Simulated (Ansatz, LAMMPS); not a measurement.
# A frame of liquid ethylene glycol from 300 K (170 atoms): geometry optimisation

How does a frame of liquid ethylene glycol from 300 K (170 atoms) relax, and what do bonds, charges and levels look like afterwards?

Program: Ansatz 0.2.0. Level of theory: Kohn-Sham DFT, revPBE+D4, PAW (set soft_2), plane waves. Results are calculated unless marked as measured.

## 1. Starting point

The cell holds 170 atoms: 34 O, 34 C and 102 H. Its edges and angles: a = 11.643 Å, b = 11.643 Å, c = 11.643 Å, α = 90.0°, β = 90.0°, γ = 90.0°. 17 ethylene glycol placed at random, at 1.11 g/cm³; overlaps pushed apart, then 10 ps at 450 K with MMFF94 bonds, angles, torsions, charges and radii (Halgren, J. Comput. Chem. 17, 490 (1996)) in harmonic and 12-6 forms. Snapshot after 20 ps at 300 K and fixed volume.

Before any run, some limits are plain. The network of contacts between molecules at the start is that of the classical potential that made the cell. The density was typed from a rule of thumb and may lie off the real one at this temperature. Only the Γ point is sampled, in a cell whose shortest periodic width is 12 Å.

## 2. Single point at the start

A single point comes first, to see the forces before anything moves.

File input.yaml:

```yaml
crystal:
  lattice:
    - [11.64343, 0.0, 0.0]
    - [0.0, 11.64343, 0.0]
    - [0.0, 0.0, 11.64343]
  atoms:
    - { symbol: O, position: [0.94408, 0.72445, 0.76853] }
    - { symbol: C, position: [0.98851, 0.611, 0.74699] }
    - { symbol: C, position: [0.93394, 0.53338, 0.65923] }
    - { symbol: O, position: [0.89448, 0.59988, 0.55888] }
    [... 160 atom lines left out ...]
    - { symbol: H, position: [0.57634, 0.6359, 0.46609] }
    - { symbol: H, position: [0.73204, 0.61762, 0.35697] }
    - { symbol: H, position: [0.64164, 0.73286, 0.30277] }
    - { symbol: H, position: [0.73227, 0.6193, 0.16092] }
    - { symbol: H, position: [0.58089, 0.60485, 0.15286] }
    - { symbol: H, position: [0.57997, 0.42586, 0.20759] }
kpoints:
  mp_grid: { grid: [1, 1, 1] }
hamiltonian:
  xc: revpbe
  dispersion: d4
scf:
  occupations: { method: fixed }
output:
  forces: true
  stress: true
  populations: intrinsic
  dos:
    method: { smearing: { sigma: 0.1 } }
    de: 0.1
    projected: { site_lists: { C: [C], H: [H], O: [O] } }
  eigenvalues: true
```

Started as:

```bash
ansatz run input.yaml --threads 4 --pin off --max-ram 8192MiB --backend cpu --events-out ev --progress --plain --runs-dir out
```

Elapsed: 13 s, on 4 threads of AMD EPYC 9R45, shared host; peak memory 2.1 GiB.

Read from the output:

- free energy: -29538.0028 eV
- free energy per atom: -173.7530 eV/atom
- SCF cycles: 10
- pressure: 2.784 GPa
- r.m.s. force component: 0.8825 eV/Å
- longest force: 5.524 eV/Å
- Fermi energy: -0.1911 eV
- gap (highest filled to lowest empty level): 4.546 eV

The r.m.s. force component of 0.88 eV/Å and the pressure of 2.8 GPa set the starting point.

Length of the force by element:

```
element  coordination  atoms  mean length of the force (eV/Å)  spread  least  most
      C           all     34                             1.92    1.06  0.274  5.52
      H           all    102                             1.03   0.629  0.114  4.27
      O           all     34                             1.42   0.709  0.403  3.04
```

## 3. Relaxation

The atoms are relaxed in the fixed cell, aiming at the force tolerance of the input.

input.yaml, the sections that differ from step 2:

```yaml
output:
  forces: true
relax:
  f_tol: 0.05
  max_steps: 200
# crystal, kpoints, hamiltonian, scf: as in step 2
```

Wall time 3.8 min (4 threads); peak memory 1.9 GiB; 14 min of CPU time.

Step by step (22 of 38):

```
step  energy less that of the first step (eV)  largest force component (eV/Å)
   1                                   0.0000                          3.4328
   3                                  -8.1078                          0.6214
   5                                  -8.9474                          0.4373
   6                                  -9.1636                          0.4314
   8                                  -9.5802                          0.2592
  10                                  -9.8689                          0.4695
  12                                 -10.0382                          0.3218
  13                                 -10.0755                          0.2700
  15                                 -10.1404                          0.1287
  17                                 -10.1872                          0.1789
  19                                 -10.2266                          0.2606
  20                                 -10.2429                          0.2996
  22                                 -10.2861                          0.3590
  24                                 -10.3136                          0.2708
  26                                 -10.3236                          0.1700
  27                                 -10.3286                          0.0612
  29                                 -10.3360                          0.0650
  31                                 -10.3414                          0.0499
  33                                 -10.3444                          0.2061
  34                                 -10.3503                          0.1625
  36                                 -10.3554                          0.0256
  38                                 -10.3634                          0.0497
```

Relaxation steps 25, 33, 35 were tried and not accepted.

The atoms that moved most (Å):

```
atom      dx      dy      dz  length
  O4  -0.435   2.070   0.795   2.259
  H9  -0.589   1.943  -0.832   2.194
 H10   0.020   1.688   0.638   1.804
  H8  -0.724   1.342  -0.951   1.797
  C3  -0.618   1.445  -0.315   1.603
H150  -0.392   0.081   1.429   1.484
H145  -1.138   0.864  -0.243   1.449
 H69   0.897  -1.054  -0.304   1.417
```

The relaxation changed the energy by -61.0 meV/atom, and atoms moved by 0.79 Å r.m.s., 2.3 Å at most.

## 4. Local order after relaxation

Bonds before and after, by the cutoffs listed below:

```
pair  bonds before  bonds after  mean before (Å)  mean after (Å)  spread before (Å)  spread after (Å)
 H-C            68           68            1.096           1.100              0.031             0.003
 H-O            34           34            0.983           0.991              0.022             0.007
 C-C            17           17            1.508           1.521              0.037             0.004
 C-O            34           34            1.430           1.435              0.027             0.005
```

Density 1.11 g/cm³, 9.285 Å³ an atom.

g(r), total and by pair (bins of 0.2 Å):

```
r (Å)  total   H-H    H-C   H-O   C-C   C-O   O-O
 0.90   1.51  0.00   0.00  6.30  0.00  0.00  0.00
 1.10   2.47  0.00  10.15  0.17  0.00  0.00  0.00
 1.30   0.00  0.00   0.00  0.00  0.00  0.00  0.00
 1.50   1.05  0.00   0.00  0.00  7.95  9.10  0.00
 1.70   0.86  1.30   0.00  1.65  0.00  0.00  0.00
 1.90   0.35  0.03   1.25  0.16  0.00  0.00  0.00
 2.10   1.58  0.40   2.97  3.02  0.00  0.00  0.00
 2.30   0.56  1.46   0.03  0.10  0.00  0.10  0.00
 2.50   1.07  1.77   0.49  0.34  0.00  2.94  0.00
 2.70   1.15  1.26   0.67  1.50  0.00  0.00  4.18
 2.90   0.88  1.28   0.58  0.84  0.00  0.00  1.93
 3.10   0.87  1.10   0.81  0.87  0.00  0.27  1.14
 3.30   0.92  0.73   0.85  1.46  0.00  1.09  0.39
 3.50   0.91  0.74   0.98  0.98  0.18  1.86  0.54
 3.70   0.93  0.89   0.86  0.95  0.63  1.50  0.64
 3.90   0.98  0.84   1.10  0.98  1.57  1.00  0.86
 4.10   0.94  0.92   1.00  0.80  1.21  1.11  1.03
 4.30   0.97  1.04   0.87  1.02  1.35  0.88  0.52
 4.50   1.06  1.09   1.04  1.10  1.60  0.72  0.85
 4.70   1.09  1.06   1.22  0.97  1.52  1.09  0.94
 4.90   1.06  1.06   1.14  0.84  1.71  1.28  0.95
 5.10   1.02  1.04   0.95  0.99  1.17  1.11  1.29
 5.30   0.99  0.94   1.05  0.99  1.17  0.95  0.96
 5.50   1.03  0.99   0.98  1.02  1.55  0.98  1.40
 5.70   1.08  1.05   1.15  1.15  1.20  0.88  0.83
```

Bonds by pair of elements; cutoffs follow the first minimum of g(r), held within bounds set by covalent radii, and pairs that aren't listed don't count as bonded:

```
pair A-B  cutoff (Å)  bonds  mean length (Å)  spread (Å)  shortest (Å)  B about A  A about B
     H-C        1.34     68              1.1       0.003          1.09      0.667          2
     H-O        1.21     34            0.991       0.007         0.974      0.333          1
     C-C        1.85     17             1.52       0.004          1.51          1          1
     C-O        1.73     34             1.44       0.005          1.42          1          1
```

How many atoms have how many bonded neighbours:

```
element  mean    1   2   4
      C     4    0   0  34
      H     1  102   0   0
      O     2    0  34   0
```

Bond angles (no mean is given where the spread exceeds 20°):

```
angle  count  mean (°)  spread (°)
H-C-O     68       109         1.9
C-C-H     68       109         0.9
C-O-H     34       109         1.8
C-C-O     34       113         1.4
H-C-H     34       108         0.5
```

Counting bonds as in the table, all C atoms have 4, all H atoms have 1 and all O atoms have 2 bonded neighbours. The H-C-O angle averages 109° with a spread of 1.9°.

## 5. Single point at the relaxed geometry

One more single point at the end of the walk gives the fuller output and checks the residual forces.

File input.yaml:

```yaml
crystal:
  lattice:
    - [11.64343, 0.0, 0.0]
    - [0.0, 11.64343, 0.0]
    - [0.0, 0.0, 11.64343]
  atoms:
    - { symbol: O, position: [0.87089, 0.66474, 0.84313] }
    - { symbol: C, position: [0.93388, 0.62193, 0.74649] }
    - { symbol: C, position: [0.88086, 0.65746, 0.63221] }
    - { symbol: O, position: [0.85709, 0.77763, 0.62715] }
    [... 160 atom lines left out ...]
    - { symbol: H, position: [0.59472, 0.67927, 0.48213] }
    - { symbol: H, position: [0.7441, 0.58038, 0.38599] }
    - { symbol: H, position: [0.70503, 0.71805, 0.33109] }
    - { symbol: H, position: [0.72411, 0.59381, 0.17059] }
    - { symbol: H, position: [0.57504, 0.62013, 0.18833] }
    - { symbol: H, position: [0.55762, 0.44041, 0.26618] }
kpoints:
  mp_grid: { grid: [1, 1, 1] }
hamiltonian:
  xc: revpbe
  dispersion: d4
scf:
  occupations: { method: fixed }
output:
  forces: true
  stress: true
  populations: true
  dos:
    method: { smearing: { sigma: 0.15 } }
    de: 0.1
    projected: { site_lists: { C: [C], H: [H], O: [O] } }
  eigenvalues: true
  write_density: true
  write_potential: true
  volumetric_format: npy
```

Run time: 11 s. Hardware: 4 threads; peak memory 2 GiB; 43 s of CPU time.

The program notes that the exchange-correlation potential is rough where the density is thin.

Read from the output:

```yaml
free_energy: -29548.3662 eV
free_energy_per_atom: -173.8139 eV/atom
scf_cycles: 9
pressure: 0.1312 GPa
r_m_s_force_component: 0.00501 eV/Å
longest_force: 0.06029 eV/Å
fermi_energy: -0.396 eV
spacing_of_highest_filled_and_lowest_empty_level: 4.901 eV
spilling_of_the_projection: 0.01282
```

Löwdin charges by element (they lack the spilled electrons, 0.033 e an atom on average):

```
element  coordination  atoms  mean charge (e)  spread    least    most
      C           all     34          -0.0539  0.0067  -0.0647  -0.036
      H           all    102            0.247  0.0952    0.148   0.399
      O           all     34           -0.521  0.0139   -0.568  -0.502
```

States in the cell by windows of 1 eV, zero at the Fermi level; the larger projections on atomic orbitals stand beside the total:

```
from (eV)  to (eV)  total   O p   C p  H s   C s
      -18      -14    0.0   0.0   0.0  0.0   0.0
      -14      -13    3.4   0.4   0.4  0.8   1.6
      -13      -12   30.6   3.2   3.4  6.7  14.1
      -12      -11    0.0   0.0   0.0  0.0   0.0
      -11      -10    9.4   2.7   1.3  2.5   2.5
      -10       -9   24.6   6.9   3.3  6.5   6.8
       -9       -8    0.0   0.0   0.0  0.0   0.0
       -8       -7   36.5  16.1  11.7  6.9   0.5
       -7       -6   33.8  12.3  12.7  6.8   0.7
       -6       -5   46.7  14.3  22.1  8.2   0.4
       -5       -4   44.9  16.0  18.4  9.0   0.2
       -4       -3   29.7  14.1   8.4  5.5   0.2
       -3       -2   37.0  20.3   7.6  6.7   0.2
       -2       -1   39.3  29.5   4.0  4.5   0.3
       -1        0   36.8  27.9   4.5  3.5   0.2
        0        1    1.3   1.0   0.2  0.1   0.0
        1        4    0.0   0.0   0.0  0.0   0.0
        4        5    1.5   0.0   0.3  0.7   0.1
```

With fixed occupations the program's Fermi level is the highest filled level; weight inside the gap is the broadening of levels at its edges.

Between -21 and -18 eV lie 68 more states.

The levels nearest the highest filled one (over half full), pooled over k-points and spins:

```
level less the highest filled one (eV)  occupation
                                -0.546           2
                                -0.504           2
                                -0.448           2
                                -0.390           2
                                -0.200           2
                                     0           2
                                  4.90           0
                                  5.18           0
                                  5.34           0
                                  5.42           0
                                  5.56           0
                                  5.67           0
```

Mean Löwdin charges: C -0.05, H +0.25, O -0.52 e (they miss 1.3 % of the electrons, so they add up to more than the cell's charge). The largest share in the top eV of filled states is O p (77 % of the projected weight), and in the lowest eV of empty states H s (52 % of the projected weight).

## 6. Results

```yaml
energy_change_in_the_relaxation: -60.96 meV/atom
r_m_s_displacement: 0.786 Å
largest_displacement: 2.259 Å
free_energy_per_atom: -173.8139 eV/atom
pressure: 0.1312 GPa
r_m_s_force_component: 0.00501 eV/Å
spacing_of_highest_filled_and_lowest_empty_level: 4.901 eV
wall_time_of_the_3_dft_runs: 4.2 min
```

In words: Relaxation lowers the energy by 61.0 meV/atom and moves atoms by 0.79 Å r.m.s.; the r.m.s. force component goes from 0.88 to 0.0050 eV/Å, the pressure goes from 2.8 to 0.13 GPa, and the gap from 4.55 to 4.90 eV. By the final cutoffs no bond was broken or made. From the first step to the last the energy fell by 10.363 eV, and the largest move was 2.26 Å (O4). The C-C bonds change most in mean length: from 1.508 Å (spread 0.037) to 1.521 Å (spread 0.004). Counting bonds as in the table, all C atoms have 4, all H atoms have 1 and all O atoms have 2 bonded neighbours. Between filled and empty levels lie 4.90 eV (at Γ alone); a semilocal functional tends to put such gaps too low. In a disordered cell it changes from sample to sample and from frame to frame.

**Limits.** The network of contacts between molecules at the start is that of the classical potential that made the cell; in DFT atoms moved by 0.79 Å r.m.s.

[Logs are printed without paths, hosts, clocks, repeated set-up lines and the standing remarks that a program may print on its own settings, such as how far it seeks lower states.]

[Hosts, paths, dates, database ids (printed as entryN), source tags and the programs' standing remarks are cut or masked in the printed files.]

[The MMFF94 radii named for the starting cell were scaled by 0.96; in molecules described by MMFF94, hydrogen bound to N, O or S took a small fixed 12-6 site in their place.]
